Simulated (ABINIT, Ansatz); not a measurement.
# MgGeSe3 (Pm-3m): zone-centre phonons, part 2 of 4

Wanted: the vibrations of MgGeSe3 (Pm-3m) at Γ, by two programs.

ABINIT 10.8.3; DFT LDA, scalar-relativistic, plane waves, HGH norm-conserving pseudopotentials.

So far. Step 2 (Relaxation): The volume changes by -0.6 % from the cell with which this run began. The relaxed cell has a = 4.885 Å (conventional setting).

The structure was built from a prototype and need not be the compound's stable phase.

**4. Linear response at Γ**

At q = 0 one unit cell holds all displacements. The response is solved for single atoms along the cell's directions, and symmetry skips those that follow from others. The crystal is treated as a metal, which screens a static field, so no field response is asked.

File dfpt_gamma.abi:

```

# common to the responses
getwfk_filepath "gso_WFK"
kptopt 2
nqpt 1
qpt 0.0 0.0 0.0
asr 0
chneut 0

# displacements
rfphon 1
rfatpol 1 5
rfdir 1 1 1
tolvrs 1.0d-10
prtwf 0

# basis, mesh and filling
ecut 30.0
ixc 7
ngkpt 6 6 6
nshiftk 1
shiftk 0.0 0.0 0.0
istwfk *1
occopt 7
tsmear 0.01
nband 19
nstep 100
diemac 1000000.0
prtebands 0
prtgsr 0

# cell and atoms
acell 3*1.0 Angstrom
rprim 
    4.884619055 0.0 0.0
    0.0 4.884619055 0.0
    0.0 0.0 4.884619055
ntypat 3
znucl 12 32 34
natom 5
typat 1 2 3 3 3
xred 
    0.0 0.0 0.0
    0.5 0.5 0.5
    0.5 0.5 0.0
    0.5 0.0 0.5
    0.0 0.5 0.5
pp_dirpath "./pseudo"
pseudos "Mg.hgh, Ge.hgh, Se.hgh"
```

Command:

```console
$ OMP_NUM_THREADS=1 mpirun -n 4 abinit dfpt_gamma.abi > dfpt_gamma.log
```

Numbers of over 12 decimals in the logs are rounded to 6 here.

dfpt_gamma.abo, the main output file:

```text
[banners, grids, parts of the stress and lines that vanish by symmetry left out]
- input  file    -> dfpt_gamma.abi
- output file    -> dfpt_gamma.abo
- root for input  files -> dfpt_gammai
- root for output files -> dfpt_gammao

 Symmetries : space group Pm -3 m (#221); Bravais cP (primitive cubic)
================================================================================
 Values of the parameters that define the memory need of the present run (RF).
     intxc =       0      iscf =       7    lmnmax =       6     lnmax =       6
     mgfft =      48  mpssoang =       3    mqgrid =    3001     natom =       5
  nloc_mem =       1    nspden =       1   nspinor =       1    nsppol =       1
      nsym =      48    n1xccc =       0    ntypat =       3    occopt =       7
   xclevel =       1
-    mband =          19        mffmem =           1         mkmem =          28
-   mkqmem =          28        mk1mem =          28           mpw =        6199
      nfft =      110592          nkpt =         112
- my_mband =          19
================================================================================
================================================================================

--------------------------------------------------------------------------------
------------- Echo of variables that govern the present computation ------------
--------------------------------------------------------------------------------
-
- outvars: echo of selected default values
-   iomode0 =  0 , fftalg0 =312 , wfoptalg0 =  0
-
- outvars: echo of global parameters not present in the input file
-  max_nthreads =    1
-
 -outvars: echo values of preprocessed input variables
 [... echo left out ...]
================================================================================

 chkinp: Checking input parameters for consistency.

[...]
== DATASET  1 ==================================================================
-   mpi_nproc: 4, omp_nthreads: 1 (-1 if OMP is not activated)

--- !DatasetInfo
iteration_state: {dtset: 1, }
dimensions: {natom: 5, nkpt: 112, mband: 19, nsppol: 1, nspinor: 1, nspden: 1, mpw: 6199, }
cutoff_energies: {ecut:  30.0, pawecutdg:  -1.0, }
electrons: {nelect:   2.40000000E+01, charge:   0.00000000E+00, occopt:   7.00000000E+00, tsmear:   1.00000000E-02, }
meta: {optdriver: 1, rfphon: 1, }
...

 mkfilename: getwfk from: gso_WFK

 Exchange-correlation functional for the present dataset will be:
  LDA: Perdew-Wang 92 LSD fit to Ceperley-Alder data - ixc=7
 Citation for XC functional:
  J.P.Perdew and Y.Wang, PRB 45, 13244 (1992)

 Real(R)+Recip(G) space primitive vectors, cartesian coordinates (Bohr,Bohr^-1):
 R(1)=  9.2305922  0.0000000  0.0000000  G(1)=  0.1083354  0.0000000  0.0000000
 R(2)=  0.0000000  9.2305922  0.0000000  G(2)=  0.0000000  0.1083354  0.0000000
 R(3)=  0.0000000  0.0000000  9.2305922  G(3)=  0.0000000  0.0000000  0.1083354
 Unit cell volume ucvol=  7.8648184E+02 bohr^3
 Angles (23,13,12)=  9.00000000E+01  9.00000000E+01  9.00000000E+01 degrees
 setup1 : take into account q-point for computing boxcut.

 getcut: wavevector=  0.0000  0.0000  0.0000  ngfft=  48  48  48
         ecut(hartree)=     30.000   => boxcut(ratio)=   2.10905

--- Pseudopotential description ------------------------------------------------
- pspini: atom type   1  psp file is ./pseudo/Mg.hgh

- pspini: atom type   2  psp file is ./pseudo/Ge.hgh

- pspini: atom type   3  psp file is ./pseudo/Se.hgh

   7.10198374E+02                                ecore*ucvol(ha*bohr**3)
--------------------------------------------------------------------------------

 ==>  initialize data related to q vector <==

 The list of irreducible perturbations for this q vector is:
    1)    idir= 1    ipert=   1
    2)    idir= 1    ipert=   2
    3)    idir= 1    ipert=   3
    4)    idir= 3    ipert=   3

[...]
The perturbation idir=   2  ipert=   1 is
 symmetric of a previously calculated perturbation.
 So, its SCF calculation is not needed.

 The perturbation idir=   3  ipert=   1 is
 symmetric of a previously calculated perturbation.
 So, its SCF calculation is not needed.

 The perturbation idir=   2  ipert=   2 is
 symmetric of a previously calculated perturbation.
 So, its SCF calculation is not needed.

 The perturbation idir=   3  ipert=   2 is
 symmetric of a previously calculated perturbation.
 So, its SCF calculation is not needed.

[...]
The perturbation idir=   2  ipert=   5 is
 symmetric of a previously calculated perturbation.
 So, its SCF calculation is not needed.

 The perturbation idir=   3  ipert=   5 is
 symmetric of a previously calculated perturbation.
 So, its SCF calculation is not needed.

--------------------------------------------------------------------------------
 Perturbation wavevector (in red.coord.)   0.000000  0.000000  0.000000
 Perturbation : displacement of atom   1   along direction   1
 Found     8 symmetries that leave the perturbation invariant.

[...]
dfpt_looppert : total number of electrons, from k and k+q
  fully or partially occupied states are    2.400000E+01 and    2.400000E+01.
 Initialisation of the first-order wave-functions :
  ireadwf=   0

--- !BeginCycle
iteration_state: {dtset: 1, }
solver: {iscf: 7, nstep: 100, nline: 4, wfoptalg: 0, }
tolerances: {tolvrs: 1.00E-10, }
...

     iter   2DEtotal(Ha)        deltaE(Ha) residm    vres2
-ETOT  1   3.233084     -5.267E+00 1.347E-01 2.385E+04
 ETOT  2  -1.321743     -4.555E+00 4.524E-03 3.901E+02
 ETOT  3  -1.409380     -8.764E-02 3.582E-04 9.716E+01
 ETOT  4  -1.427027     -1.765E-02 1.131E-04 9.203E-01
 ETOT  5  -1.427237     -2.102E-04 5.440E-06 1.026E-02
[...]
At SCF step   11       vres2   =  5.30E-12 < tolvrs=  1.00E-10 =>converged.
[...]
Mean square residual over all n,k,spin=   68.592E-15; max=  46.224E-12

 Thirteen components of 2nd-order total energy (hartree) are
 1,2,3: 0th-order hamiltonian combined with 1st-order wavefunctions
     kin0=   1.00034688E+01 eigvalue=  -4.33299770E-01  local=  -6.04625015E+00
 4,5,6: 1st-order hamiltonian combined with 1st and 0th-order wfs
 loc psp =  -8.00084489E-01  Hartree=   2.31846699E+00     xc=  -1.08535086E+00
 note that "loc psp" includes a xc core correction that could be resolved
 7,8,9: eventually, occupation + non-local contributions
    edocc=   1.10065968E+00     enl0=   4.06965807E+00   enl1=  -1.90546209E+01
 1-9 gives the relaxation energy (to be shifted if some occ is /=2.0)
   erelax=  -9.92735266E+00
 10,11,12 Non-relaxation  contributions : frozen-wavefunctions and Ewald
 fr.local=  -2.38224348E+01 fr.nonlo=   1.23555987E+01  Ewald=   1.99669495E+01
 13,14 Frozen wf xc core corrections (1) and (2)
 frxc 1  =   0.00000000E+00  frxc 2 =   0.00000000E+00
 Resulting in :
 2DEtotal=   -0.1427239318E+01 Ha. Also 2DEtotal=   -0.388371603415E+02 eV
    (2DErelax=   -9.9273526583E+00 Ha. 2DEnonrelax=    8.5001133405E+00 Ha)
    (  non-var. 2DEtotal :   -1.4272393572E+00 Ha)

[...]
Perturbation wavevector (in red.coord.)   0.000000  0.000000  0.000000
 Perturbation : displacement of atom   2   along direction   1
 Found     8 symmetries that leave the perturbation invariant.

[...]
dfpt_looppert : total number of electrons, from k and k+q
  fully or partially occupied states are    2.400000E+01 and    2.400000E+01.
 Initialisation of the first-order wave-functions :
  ireadwf=   0

--- !BeginCycle
iteration_state: {dtset: 1, }
solver: {iscf: 7, nstep: 100, nline: 4, wfoptalg: 0, }
tolerances: {tolvrs: 1.00E-10, }
...

     iter   2DEtotal(Ha)        deltaE(Ha) residm    vres2
-ETOT  1   100.45421100544     -6.300E+01 6.494E-01 4.240E+05
[...]
At SCF step   11       vres2   =  4.88E-11 < tolvrs=  1.00E-10 =>converged.
[...]
Mean square residual over all n,k,spin=   59.658E-14; max=  37.130E-11

 Thirteen components of 2nd-order total energy (hartree) are
 1,2,3: 0th-order hamiltonian combined with 1st-order wavefunctions
     kin0=   1.55436874E+02 eigvalue=   2.68409352E+00  local=  -7.86973928E+01
 4,5,6: 1st-order hamiltonian combined with 1st and 0th-order wfs
 loc psp =  -6.17135897E+01  Hartree=   3.54737310E+01     xc=  -1.32332002E+01
 note that "loc psp" includes a xc core correction that could be resolved
 7,8,9: eventually, occupation + non-local contributions
    edocc=   1.08183600E+01     enl0=   4.80095809E+01   enl1=  -2.59270503E+02
 1-9 gives the relaxation energy (to be shifted if some occ is /=2.0)
   erelax=  -1.60492046E+02
 10,11,12 Non-relaxation  contributions : frozen-wavefunctions and Ewald
 fr.local=  -4.96574331E+00 fr.nonlo=   1.32112834E+02  Ewald=   3.63035445E+01
 13,14 Frozen wf xc core corrections (1) and (2)
 frxc 1  =   0.00000000E+00  frxc 2 =   0.00000000E+00
 Resulting in :
 2DEtotal=    0.2958588576E+01 Ha. Also 2DEtotal=    0.805072964901E+02 eV
    (2DErelax=   -1.6049204629E+02 Ha. 2DEnonrelax=    1.6345063487E+02 Ha)
    (  non-var. 2DEtotal :    2.9585886053E+00 Ha)

[...]
Perturbation wavevector (in red.coord.)   0.000000  0.000000  0.000000
 Perturbation : displacement of atom   3   along direction   1
 Found     4 symmetries that leave the perturbation invariant.

[...]
dfpt_looppert : total number of electrons, from k and k+q
  fully or partially occupied states are    2.400000E+01 and    2.400000E+01.
 Initialisation of the first-order wave-functions :
  ireadwf=   0

--- !BeginCycle
iteration_state: {dtset: 1, }
solver: {iscf: 7, nstep: 100, nline: 4, wfoptalg: 0, }
tolerances: {tolvrs: 1.00E-10, }
...

     iter   2DEtotal(Ha)        deltaE(Ha) residm    vres2
-ETOT  1   255.10715494958     -2.520E+02 1.605E+00 1.104E+06
[...]
At SCF step   12       vres2   =  5.42E-12 < tolvrs=  1.00E-10 =>converged.
[...]
Mean square residual over all n,k,spin=   21.077E-14; max=  13.179E-11

 Thirteen components of 2nd-order total energy (hartree) are
 1,2,3: 0th-order hamiltonian combined with 1st-order wavefunctions
     kin0=   5.01274233E+02 eigvalue=  -5.08350549E-01  local=  -2.84446907E+02
 4,5,6: 1st-order hamiltonian combined with 1st and 0th-order wfs
 loc psp =  -2.42852231E+02  Hartree=   1.28934916E+02     xc=  -4.60916849E+01
 note that "loc psp" includes a xc core correction that could be resolved
 7,8,9: eventually, occupation + non-local contributions
    edocc=   2.05903917E+01     enl0=   1.89361674E+02   enl1=  -7.75376315E+02
 1-9 gives the relaxation energy (to be shifted if some occ is /=2.0)
   erelax=  -5.09114273E+02
 10,11,12 Non-relaxation  contributions : frozen-wavefunctions and Ewald
 fr.local=   1.18007662E+02 fr.nonlo=   3.90477749E+02  Ewald=  -1.36588459E+00
 13,14 Frozen wf xc core corrections (1) and (2)
 frxc 1  =   0.00000000E+00  frxc 2 =   0.00000000E+00
 Resulting in :
 2DEtotal=   -0.1994746444E+01 Ha. Also 2DEtotal=   -0.542798159410E+02 eV
    (2DErelax=   -5.0911427279E+02 Ha. 2DEnonrelax=    5.0711952635E+02 Ha)
    (  non-var. 2DEtotal :   -1.9947465880E+00 Ha)

[...]
Perturbation wavevector (in red.coord.)   0.000000  0.000000  0.000000
 Perturbation : displacement of atom   3   along direction   3
 Found     8 symmetries that leave the perturbation invariant.

--------------------------------------------------------------------------------

--------------------------------------------------------------------------------

 dfpt_looppert : total number of electrons, from k and k+q
  fully or partially occupied states are    2.400000E+01 and    2.400000E+01.
 Initialisation of the first-order wave-functions :
  ireadwf=   0

--- !BeginCycle
iteration_state: {dtset: 1, }
solver: {iscf: 7, nstep: 100, nline: 4, wfoptalg: 0, }
tolerances: {tolvrs: 1.00E-10, }
...

     iter   2DEtotal(Ha)        deltaE(Ha) residm    vres2
-ETOT  1   349.46812930439     -1.667E+02 1.161E+00 1.417E+06
[...]
ETOT 11   8.189262     -5.571E-12 1.846E-11 2.953E-10
 ETOT 12   8.189262      5.684E-12 1.897E-12 7.832E-12

 At SCF step   12       vres2   =  7.83E-12 < tolvrs=  1.00E-10 =>converged.
[...]
Mean square residual over all n,k,spin=   79.280E-16; max=  18.968E-13

 Thirteen components of 2nd-order total energy (hartree) are
 1,2,3: 0th-order hamiltonian combined with 1st-order wavefunctions
     kin0=   4.92037832E+02 eigvalue=   3.69103780E+00  local=  -2.71707335E+02
 4,5,6: 1st-order hamiltonian combined with 1st and 0th-order wfs
 loc psp =  -2.47167230E+02  Hartree=   1.32319655E+02     xc=  -4.37407473E+01
 note that "loc psp" includes a xc core correction that could be resolved
 7,8,9: eventually, occupation + non-local contributions
    edocc=   2.73253488E+01     enl0=   1.68079849E+02   enl1=  -7.68844050E+02
 1-9 gives the relaxation energy (to be shifted if some occ is /=2.0)
   erelax=  -5.08005640E+02
 10,11,12 Non-relaxation  contributions : frozen-wavefunctions and Ewald
 fr.local=  -1.30127810E+01 fr.nonlo=   3.79446558E+02  Ewald=   1.49761124E+02
 13,14 Frozen wf xc core corrections (1) and (2)
 frxc 1  =   0.00000000E+00  frxc 2 =   0.00000000E+00
 Resulting in :
 2DEtotal=    0.8189261871E+01 Ha. Also 2DEtotal=    0.222841167848E+03 eV
    (2DErelax=   -5.0800564004E+02 Ha. 2DEnonrelax=    5.1619490191E+02 Ha)
    (  non-var. 2DEtotal :    8.1892619196E+00 Ha)

[...]
---- first-order wavefunction calculations are completed ----

 ==> Compute Derivative Database <==

 [... matrices left out ...]
  Phonon wavevector (reduced coordinates) :  0.00000  0.00000  0.00000
 Phonon energies in Hartree :
  -6.798651E-04 -6.798651E-04 -6.798651E-04 -5.184188E-04 -5.184188E-04
  -5.184188E-04 -2.220327E-04 -2.220327E-04 -2.220327E-04  4.957040E-06
   4.957040E-06  4.957042E-06  1.003476E-03  1.003476E-03  1.003476E-03
 Phonon frequencies in cm-1    :
- -1.492131E+02 -1.492131E+02 -1.492131E+02 -1.137798E+02 -1.137798E+02
- -1.137798E+02 -4.873055E+01 -4.873055E+01 -4.873055E+01  1.087944E+00
-  1.087945E+00  1.087945E+00  2.202375E+02  2.202375E+02  2.202375E+02

== END DATASET(S) ==============================================================
================================================================================

 -outvars: echo values of variables after computation
            acell      1.8897261259E+00  1.8897261259E+00  1.8897261259E+00 Bohr
           etotal      8.1892618712E+00
            fcart      0.0000000000E+00  0.0000000000E+00  0.0000000000E+00
           strten      0.0000000000E+00  0.0000000000E+00  0.0000000000E+00
================================================================================
```

Run time: 3.1 min. Hardware: 4 MPI ranks of Arm Neoverse V1, shared host; 12 min of CPU time.

Numbers from this step:

| Property | Result |
| --- | --- |
| largest acoustic frequency at the zone centre before the sum rule | 1.09 cm⁻¹ |
| highest optical zone-centre mode (no LO-TO term) | 220.2 cm⁻¹ |
| lowest optical zone-centre mode | -149.2 cm⁻¹ |

The acoustic modes at Γ come out as far as 1.1 cm⁻¹ from zero, where they should vanish, a small numerical error. The lowest optical mode is imaginary, 149i cm⁻¹, an instability at this level and on this k mesh.

[end of part 2 of 4]

[Host names and launcher messages were left out of these logs when they were recorded.]

[Logs are printed without paths, hosts, clocks, repeated set-up lines and the standing remarks that a program may print on its own settings, such as how far it seeks lower states.]

[Hosts, paths, dates, database ids (printed as entryN), source tags and the programs' standing remarks are cut or masked in the printed files.]
